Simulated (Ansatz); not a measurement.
**SnH2 (model cell, started as CdI2 type): from the cell to its phonons**

How does SnH2 (model cell, started as CdI2 type) vibrate, and is this structure a minimum?

Method: DFT PBEsol, scalar-relativistic, plane waves, PAW, in Ansatz 0.2.0.

Report form: the programs' logs are mostly left out.

The structure was built from a prototype and need not be the compound's stable phase.

## 1. The structure

The structure is trigonal, space group P-3m1 (No. 164). Conventional cell: a = 3.625 Å, b = 3.625 Å, c = 5.872 Å, α = 90.00°, β = 90.00°, γ = 120.00°. Nearest to Sn lie 6 H at 2.56 Å. H has 3 Sn at 2.56 Å nearest. Farther neighbours are not listed.

## 2. Rough relaxation

The start is far from rest, so a relaxation with loose tolerances brings it close first.

input.yaml

```yaml
crystal:
  lattice:
    - [3.625, 0.0, 0.0]
    - [-1.8125, 3.13934, 0.0]
    - [0.0, 0.0, 5.8725]
  atoms:
    - { symbol: Sn, position: [0.0, 0.0, 0.0] }
    - { symbol: H, position: [0.333333, 0.666667, 0.25] }
    - { symbol: H, position: [0.666667, 0.333333, 0.75] }
kpoints:
  mp_grid: { grid: [6, 6, 4] }
hamiltonian:
  xc: pbesol
scf:
  occupations: { method: gaussian, width: 0.1 }
output:
  forces: true
  stress: true
  eigenvalues: true
relax:
  adjacent_minimum: "off"
  f_tol: 0.05
  max_steps: 80
  cell: { stress_tol: 0.5 }
```

Started as:

```console
$ ansatz run input.yaml --threads 4 --pin off --max-ram 7168MiB --backend cpu --events-out ev --progress --plain --runs-dir out
```

Elapsed: 5.8 s, on 4 threads of Arm Neoverse V2, shared host; peak memory 0.35 GiB.

The steps of the relaxation:

| step | energy less that of the first step (eV) | largest force component (eV/Å) | pressure (GPa) | volume (Å³) |
| --- | --- | --- | --- | --- |
| 1 | 0.0000 | 0.9942 | -5.84 | 66.83 |
| 2 | -0.5385 | 0.9175 | -5.20 | 62.36 |
| 3 | -0.9121 | 0.3940 | -2.05 | 57.61 |
| 4 | -0.9845 | 0.1079 | -0.43 | 55.29 |
| 5 | -1.0172 | 0.1024 | 0.08 | 51.79 |
| 6 | -1.0613 | 0.0981 | -0.61 | 49.43 |
| 7 | -1.1128 | 0.1193 | -0.34 | 46.27 |
| 8 | -1.1797 | 0.0965 | -0.58 | 43.57 |
| 9 | -1.2521 | 0.0381 | -0.92 | 41.03 |
| 10 | -1.3209 | 0.0088 | -0.36 | 38.27 |
| 11 | -1.3930 | 0.0086 | 0.88 | 35.83 |
| 12 | -1.3955 | 0.0245 | 2.28 | 33.97 |
| 13 | -1.3630 | 0.2461 | -3.49 | 37.29 |
| 14 | -1.4079 | 0.0556 | -0.19 | 35.54 |
| 15 | -1.4130 | 0.0127 | 0.17 | 35.41 |
| 16* | -1.4100 | 0.0127 | 0.15 | 35.41 |

Relaxation steps marked * repeat the geometry before them on a plane-wave basis chosen anew for their cell, so energy and pressure can jump there. Relaxation step 13 was tried and not accepted.

Forces are held to the 12 operations that the run works with; a distortion that breaks them can't arise in this run.

| cell as run | before | after | change |
| --- | --- | --- | --- |
| a (Å) | 3.625 | 3.638 | +0.4 % |
| b (Å) | 3.625 | 3.638 | +0.4 % |
| c (Å) | 5.872 | 3.089 | -47.4 % |
| volume (Å³/atom) | 22.28 | 11.80 | -47.0 % |

The atoms that moved most (Å, as changes of fractional coordinates times the final cell):

| atom | dx | dy | dz | length |
| --- | --- | --- | --- | --- |
| H3 | 0.000 | 0.000 | 0.149 | 0.149 |
| H2 | 0.000 | 0.000 | -0.149 | 0.149 |

The relaxed structure:

```cif
data_structure
_symmetry_space_group_name_H-M 'P 1'
_symmetry_Int_Tables_number 1
_cell_length_a 3.6379
_cell_length_b 3.6379
_cell_length_c 3.0890
_cell_angle_alpha 90.000
_cell_angle_beta 90.000
_cell_angle_gamma 120.000
_cell_volume 35.41
loop_
_atom_site_label
_atom_site_type_symbol
_atom_site_fract_x
_atom_site_fract_y
_atom_site_fract_z
_atom_site_occupancy
Sn1 Sn 0.00000 0.00000 0.00000 1
H2 H 0.33333 0.66667 0.20179 1
H3 H 0.66667 0.33333 0.79821 1
```

Numbers from this step:

- pressure: 0.1525 GPa
- volume per atom: 11.80 Å³
- gap on the k-mesh: 0 eV

In this step the volume went from 22.28 to 11.80 Å³/atom.

## 3. Bringing the structure to rest

Harmonic phonons are second derivatives at a point where the forces vanish, and they are wanted at zero stress, so atoms and cell are relaxed first.

input.yaml

```yaml
crystal:
  lattice:
    - [3.6379469072, 0.0, 0.0]
    - [-1.8189734536, 3.1505544393, 0.0]
    - [0.0, 0.0, 3.0890319521]
  atoms:
    - { symbol: Sn, position: [0.0, 0.0, 0.0] }
    - { symbol: H, position: [0.3333333333, 0.6666666667, 0.2017883989] }
    - { symbol: H, position: [0.6666666667, 0.3333333333, 0.7982116011] }
kpoints:
  mp_grid: { grid: [15, 15, 14] }
hamiltonian:
  xc: pbesol
scf:
  occupations: { method: gaussian, width: 0.1 }
output:
  forces: true
  stress: true
  eigenvalues: true
  write_density: true
  write_potential: true
  elf: true
  volumetric_format: npy
relax:
  adjacent_minimum: "off"
  f_tol: 0.005
  max_steps: 80
  cell: { stress_tol: 0.05 }
```

Elapsed: 11 s, on 4 threads; peak memory 0.48 GiB.

The steps of the relaxation:

| step | energy less that of the first step (eV) | largest force component (eV/Å) | pressure (GPa) | volume (Å³) |
| --- | --- | --- | --- | --- |
| 1 | 0.0000 | 0.0704 | -0.52 | 35.41 |
| 2 | 0.0095 | 0.1850 | 1.03 | 34.14 |
| 3 | -0.0092 | 0.0125 | 0.15 | 35.11 |
| 4 | -0.0094 | 0.0050 | -0.08 | 35.26 |
| 5 | -0.0094 | 0.0001 | 0.00 | 35.24 |
| 6* | -0.0093 | 0.0001 | 0.00 | 35.24 |

Relaxation steps marked * repeat the geometry before them on a plane-wave basis chosen anew for their cell, so energy and pressure can jump there. Relaxation step 2 was tried and not accepted.

Forces are held to the 12 operations that the run works with; a distortion that breaks them can't arise in this run.

| conventional cell, symmetrised | before | after | change |
| --- | --- | --- | --- |
| a (Å) | 3.638 | 3.587 | -1.4 % |
| b (Å) | 3.638 | 3.587 | -1.4 % |
| c (Å) | 3.089 | 3.163 | +2.4 % |
| volume (Å³/atom) | 11.80 | 11.75 | -0.5 % |

The atoms that moved most (Å, as changes of fractional coordinates times the final cell):

| atom | dx | dy | dz | length |
| --- | --- | --- | --- | --- |
| H3 | 0.000 | 0.000 | -0.058 | 0.058 |
| H2 | 0.000 | 0.000 | 0.058 | 0.058 |

The relaxed structure:

```xyz
3
Lattice="3.5869 0.0000 0.0000 -1.7935 3.1064 0.0000 0.0000 0.0000 3.1625" Properties=species:S:1:pos:R:3 pbc="T T T"
Sn    0.0000    0.0000    0.0000
H     0.0000    2.0709    0.6965
H     1.7935    1.0355    2.4660
```

This step gave:

```yaml
pressure: -7.02e-4 GPa
volume_per_atom: 11.75 Å³
```

Electrostatic potential energy in the ac plane at fractional y = 0.000, with atoms of Sn within 0.2 Å of it. With pseudopotentials it is smooth inside the atoms' cores, unlike the true potential.

Values in eV, 12 rows by 14 columns, each cell a mean:
```
 36  28   5 -10  -2   6   9  10   9   5  -5  -8  10  32
 17   7  -7  -8   2   7  10  10   9   7  -1  -9  -4   9
 -8  -9  -9  -2   6   9  10  11  10   8   4  -4  -9  -9
 -4  -2   2   6   9  10  11  11  11  10   8   5   1  -3
  5   6   7   9  10  11  12  12  11  11  10   8   7   5
  8   8   9  10  11  11  12  12  12  11  11  10   9   8
  6   6   8   9  10  11  12  12  12  11  10   9   7   6
 -2   0   3   7   9  10  11  11  11  10   8   6   2  -1
-10 -10  -6   1   7   9  10  11  10   9   6  -1  -7 -10
 10   2  -8  -7   3   7  10  10   9   7   0  -9  -7   4
 34  25   2 -10  -1   6   9  10   9   6  -4  -9   7  28
 39  35  11  -9  -3   6   9  10   9   5  -6  -7  17  37
```
Columns run along a (3.6 Å; values clipped at the 3rd and 97th percentile), rows up along c (3.2 Å). Atoms in or near the plane, at fractional coordinates: Sn at (0.00, 0.00).

ELF in the ac plane at fractional y = 0.000, with atoms of Sn within 0.2 Å of it. It is the smooth field of the valence electrons, not physical close to the nuclei.

Ten even steps from '_' (0.00) to '@' (0.46), each cell a mean:
```
____--****++======++****::__
..--++****++++++++++****++::
++**##****++++++++****####**
########**==========**######
@@%%%%**==::::::::--==##%%%%
@@@@%%++--::......::--**%%@@
@@@@%%**==::::..::::==**%%@@
%%######++==------==**######
**####****++++++++++**######
::--******++++++++++****++--
____--****++======++****--__
____::****++==--==++**++..__
```
Columns run along a (3.6 Å), rows up along c (3.2 Å). Atoms in or near the plane, at fractional coordinates: Sn at (0.00, 0.00).

Valence density in the ac plane at fractional y = 0.000, with atoms of Sn within 0.2 Å of it. It is the smooth field of the valence electrons, not physical close to the nuclei.

Ten steps, logarithmic in the rise over the least value, from '0' (0 e/Å³) to '9' (15 e/Å³), each cell a mean:
```
98642100112578
77532100012457
54321000011245
22210000000122
11100000000111
11100000000011
11100000000011
22110000000122
44321000001234
76531100012356
98642100112478
99742110113579
```
Columns run along a (3.6 Å), rows up along c (3.2 Å). Atoms in or near the plane, at fractional coordinates: Sn at (0.00, 0.00).

In this step the volume went from 11.80 to 11.75 Å³/atom.

## 4. Relaxing to small forces for the phonons

Phonons need a cell at rest on their own settings, so the relaxation is repeated with tight tolerances on forces and stress, using the mesh and the filling of the phonon run that follows.

input.yaml

```yaml
crystal:
  lattice:
    - [3.5869049804, 0.0, 0.0]
    - [-1.7934524902, 3.106350834, 0.0]
    - [0.0, 0.0, 3.1625201384]
  atoms:
    - { symbol: Sn, position: [0.0, 0.0, 0.0] }
    - { symbol: H, position: [0.3333333333, 0.6666666667, 0.220248904] }
    - { symbol: H, position: [0.6666666667, 0.3333333333, 0.779751096] }
kpoints:
  mp_grid: { grid: [15, 15, 16] }
hamiltonian:
  xc: pbesol
scf:
  occupations: { method: methfessel_paxton, width: 0.2 }
output:
  forces: true
  stress: true
  eigenvalues: true
relax:
  adjacent_minimum: "off"
  f_tol: 0.001
  max_steps: 60
  cell: { stress_tol: 0.01 }
```

Wall time 11 s (4 threads); peak memory 0.48 GiB; 41 s of CPU time.

The steps of the relaxation:

| step | energy less that of the first step (eV) | largest force component (eV/Å) | pressure (GPa) | volume (Å³) |
| --- | --- | --- | --- | --- |
| 1 | 0.0000 | 0.0003 | 0.08 | 35.24 |
| 2 | -0.0003 | 0.0039 | -0.19 | 35.28 |
| 3 | -0.0005 | 0.0020 | 0.07 | 35.13 |
| 4 | -0.0005 | 0.0011 | 0.00 | 35.19 |
| 5 | -0.0005 | 0.0000 | 0.00 | 35.18 |
| 6* | -0.0004 | 0.0000 | 0.00 | 35.18 |

Relaxation steps marked * repeat the geometry before them on a plane-wave basis chosen anew for their cell, so energy and pressure can jump there.

Forces are held to the 12 operations that the run works with; a distortion that breaks them can't arise in this run.

| conventional cell, symmetrised | before | after | change |
| --- | --- | --- | --- |
| a (Å) | 3.587 | 3.597 | +0.3 % |
| b (Å) | 3.587 | 3.597 | +0.3 % |
| c (Å) | 3.163 | 3.141 | -0.7 % |
| volume (Å³/atom) | 11.75 | 11.73 | -0.2 % |

Final coordinates:

```cif
data_structure
_symmetry_space_group_name_H-M 'P 1'
_symmetry_Int_Tables_number 1
_cell_length_a 3.5966
_cell_length_b 3.5966
_cell_length_c 3.1407
_cell_angle_alpha 90.000
_cell_angle_beta 90.000
_cell_angle_gamma 120.000
_cell_volume 35.18
loop_
_atom_site_label
_atom_site_type_symbol
_atom_site_fract_x
_atom_site_fract_y
_atom_site_fract_z
_atom_site_occupancy
Sn1 Sn 0.00000 0.00000 0.00000 1
H2 H 0.33333 0.66667 0.21901 1
H3 H 0.66667 0.33333 0.78099 1
```

This step gave:

```yaml
pressure: -0.002585 GPa
volume_per_atom: 11.73 Å³
```

The largest force component left is 0.017 meV/Å and the pressure is -0.003 GPa, within the tolerances set. The cell now holds 11.73 Å³/atom.

## 5. Zone-centre response

The zone centre comes first: it holds the modes that light can see, as far as symmetry allows. No field response is asked, since the mesh shows no gap.

input.yaml, the sections that differ from step 4:

```yaml
crystal:
  lattice:
    - [3.5965558943, 0.0, 0.0]
    - [-1.7982779471, 3.1147087706, 0.0]
    - [0.0, 0.0, 3.1406510309]
  atoms:
    - { symbol: Sn, position: [0.0, 0.0, 0.0] }
    - { symbol: H, position: [0.3333333333, 0.6666666667, 0.219013677] }
    - { symbol: H, position: [0.6666666667, 0.3333333333, 0.780986323] }
output:
  eigenvalues: true
phonons:
  method: dfpt
# kpoints, hamiltonian, scf: as in step 4
# relax: removed
```

The job ended after 35 s (4 threads; peak memory 1.4 GiB).

Numbers from this step:

```
sum-rule residual before enforcement                    : 2.56e-4 eV/Å²
point group                                             : -3m
highest optical mode at the zone centre (no LO-TO term) : 815.2 cm⁻¹
lowest optical zone-centre mode                         : -280.6 cm⁻¹
```

Patterns of degenerate modes are one choice out of their space. The modes at Γ (shares of kinetic energy by element, %) (negative means imaginary):

| mode | frequency (cm⁻¹) | symmetry | Sn % | H % |
| --- | --- | --- | --- | --- |
| 1 | -280.6 | Eu | 2 | 98 |
| 2 | -280.6 | Eu | 2 | 98 |
| 3 | 0.0 | acoustic | 98 | 2 |
| 4 | 0.0 | acoustic | 98 | 2 |
| 5 | 0.0 | acoustic | 98 | 2 |
| 6 | 454.4 | A2u | 2 | 98 |
| 7 | 780.9 | A1g | 0 | 100 |
| 8 | 815.2 | Eg | 0 | 100 |
| 9 | 815.2 | Eg | 0 | 100 |

Displacements in mode 2 (-280.6 cm⁻¹), the largest set to 1:
```
Sn1  0.00 -0.02  0.00
H2   0.00  1.00  0.00
H3   0.00  1.00  0.00
```

Displacements in mode 8 (815.2 cm⁻¹), the largest set to 1:
```
Sn1  0.00  0.00  0.00
H2   1.00  0.13  0.00
H3  -1.00 -0.13  0.00
```

Before it was imposed, the acoustic sum rule was missed by 2.6e-4 eV/Å². Small misses are needed for a sound result but don't prove that mesh and cutoff are converged. The lowest optical mode is imaginary, 280.6i cm⁻¹, so the energy falls along it.

## 6. The dispersion

Stability and thermal properties need the whole zone. Linear response on a 3×3×4 q mesh gives force constants as far as a supercell of that size would.

Edit input.yaml of step 5 so:

```diff
@@ -19 +19,9 @@
   method: dfpt
+  qmesh: [3, 3, 4]
+  temperatures: { t_max: 1000, t_step: 50 }
+  qpath:
+    path:
+      - [[0.0, 0.0, 0.0], [0.5, 0.0, 0.0], [0.33333333, 0.33333333, 0.0], [0.0, 0.0, 0.0], [0.0, 0.0, 0.5], [0.5, 0.0, 0.5], [0.33333333, 0.33333333, 0.5], [0.0, 0.0, 0.5]]
+      - [[0.5, 0.0, 0.5], [0.5, 0.0, 0.0]]
+      - [[0.33333333, 0.33333333, 0.5], [0.33333333, 0.33333333, 0.0]]
+    npoints: 10
```

It took 9.6 min on 4 threads; peak memory 3.6 GiB; 37 min of CPU time.

Numbers from this step:

```
sum-rule residual before enforcement                    : 2.37e-4 eV/Å²
lowest frequency on the path                            : -580.6 cm⁻¹
highest frequency on the path or at a solved wavevector : 856.4 cm⁻¹
lowest mode on the q mesh (acoustic modes at Γ apart)   : -580.6 cm⁻¹
```

Frequencies (cm⁻¹) solved at each irreducible wavevector; negative means imaginary. Frequencies by wavevector, by row:

| q in reciprocal lattice units | star | mode 1 | mode 2 | mode 3 | mode 4 | mode 5 | mode 6 | mode 7 | mode 8 | mode 9 |
| --- | --- | --- | --- | --- | --- | --- | --- | --- | --- | --- |
| 0 0 0 | 1 | -280.6 | -280.6 | 0 | 0 | 0 | 454.4 | 780.9 | 815.2 | 815.2 |
| 0 0 0.25 | 2 | -106.9 | -106.9 | 76 | 117.5 | 117.5 | 564.4 | 775.3 | 780.4 | 780.4 |
| 0 0 -0.5 | 1 | -61.2 | -61.2 | 120.8 | 314.3 | 314.3 | 681 | 762.1 | 796.9 | 796.9 |
| 0 0.3333 0 | 6 | 23.7 | 25.7 | 128.1 | 435.2 | 458.2 | 504 | 650.8 | 790.7 | 801.8 |
| 0 0.3333 0.25 | 6 | -23.6 | 69.3 | 112.1 | 337.4 | 504 | 555.3 | 677 | 779.8 | 791 |
| 0 0.3333 -0.5 | 6 | -36.4 | 92.8 | 123.4 | 450.6 | 490.8 | 547.2 | 712.1 | 744.5 | 802.3 |
| 0 0.3333 -0.25 | 6 | -20.6 | 57.4 | 125.7 | 317.6 | 518.3 | 550.7 | 694.1 | 754.7 | 783.3 |
| 0.3333 0.3333 0 | 2 | -580.6 | 14.1 | 110.4 | 110.4 | 481.5 | 481.5 | 693.9 | 719.5 | 719.5 |
| 0.3333 0.3333 0.25 | 4 | -215.1 | 97.9 | 97.9 | 102.3 | 414.6 | 414.6 | 670.6 | 741.1 | 741.1 |
| 0.3333 0.3333 -0.5 | 2 | -54 | 74.4 | 74.4 | 311.5 | 339.1 | 339.1 | 667.5 | 753.6 | 753.6 |

Interpolated from a 3×3×4 q mesh. The phonon branches at the labelled points (cm⁻¹):

| point | branch 1 | branch 2 | branch 3 | branch 4 | branch 5 | branch 6 | branch 7 | branch 8 | branch 9 |
| --- | --- | --- | --- | --- | --- | --- | --- | --- | --- |
| Γ | -281 | -281 | 0 | 0 | 0 | 454 | 781 | 815 | 815 |
| halfway | -19 | 26 | 108 | 350 | 396 | 522 | 683 | 796 | 840 |
| M | 17 | 33 | 82 | 319 | 463 | 600 | 675 | 730 | 744 |
| halfway | -387 | 18 | 66 | 152 | 443 | 574 | 672 | 730 | 747 |
| K | -581 | 14 | 110 | 110 | 482 | 482 | 694 | 720 | 720 |
| halfway | 24 | 31 | 116 | 321 | 483 | 498 | 632 | 782 | 850 |
| Γ | -281 | -281 | 0 | 0 | 0 | 454 | 781 | 815 | 815 |
| halfway | -107 | -107 | 76 | 118 | 118 | 564 | 775 | 780 | 780 |
| A | -61 | -61 | 121 | 314 | 314 | 681 | 762 | 797 | 797 |
| halfway | -44 | 92 | 119 | 483 | 495 | 564 | 720 | 780 | 789 |
| L | -82 | -27 | 136 | 321 | 463 | 607 | 669 | 724 | 794 |
| halfway | -87 | 39 | 125 | 303 | 399 | 492 | 668 | 754 | 770 |
| H | -54 | 74 | 74 | 312 | 339 | 339 | 668 | 754 | 754 |
| halfway | -34 | 102 | 114 | 479 | 492 | 534 | 710 | 751 | 807 |
| A | -61 | -61 | 121 | 314 | 314 | 681 | 762 | 797 | 797 |
| jump to L | -82 | -27 | 136 | 321 | 463 | 607 | 669 | 724 | 794 |
| halfway | 13 | 64 | 113 | 329 | 446 | 610 | 680 | 720 | 767 |
| M | 17 | 33 | 82 | 319 | 463 | 600 | 675 | 730 | 744 |
| jump to H | -54 | 74 | 74 | 312 | 339 | 339 | 668 | 754 | 754 |
| halfway | -215 | 98 | 98 | 102 | 415 | 415 | 671 | 741 | 741 |
| K | -581 | 14 | 110 | 110 | 482 | 482 | 694 | 720 | 720 |

Tetrahedra on a 21×21×20 mesh, mean over bins of 20 cm-1. Interpolated from a 3×3×4 q mesh. Table of phonon density of states by wavenumber; read off at these points:

wavenumber (cm⁻¹), phonon density of states (1/cm⁻¹/cell) and a bar:
```
     -590     0.0000 
     -530     0.0001 
     -450     0.0002 
     -390     0.0002 
     -310     0.0003 
     -250     0.0004 
     -170     0.0006 #
     -110     0.0010 #
      -50     0.0110 #############
       30     0.0173 ####################
       70     0.0188 ######################
       90     0.0142 ################
      110     0.0222 ##########################
      170     0.0015 ##
      230     0.0018 ##
      310     0.0072 ########
      370     0.0063 #######
      430     0.0103 ############
      510     0.0064 #######
      570     0.0094 ###########
      650     0.0039 ####
      690     0.0153 ##################
      710     0.0128 ###############
      730     0.0210 ########################
      790     0.0260 ##############################
      850     0.0018 ##
```

(Part 1 of 2 ends here.)

[Logs are printed without paths, hosts, clocks, repeated set-up lines and the standing remarks that a program may print on its own settings, such as how far it seeks lower states.]

[Hosts, paths, dates, database ids (printed as entryN), source tags and the programs' standing remarks are cut or masked in the printed files.]
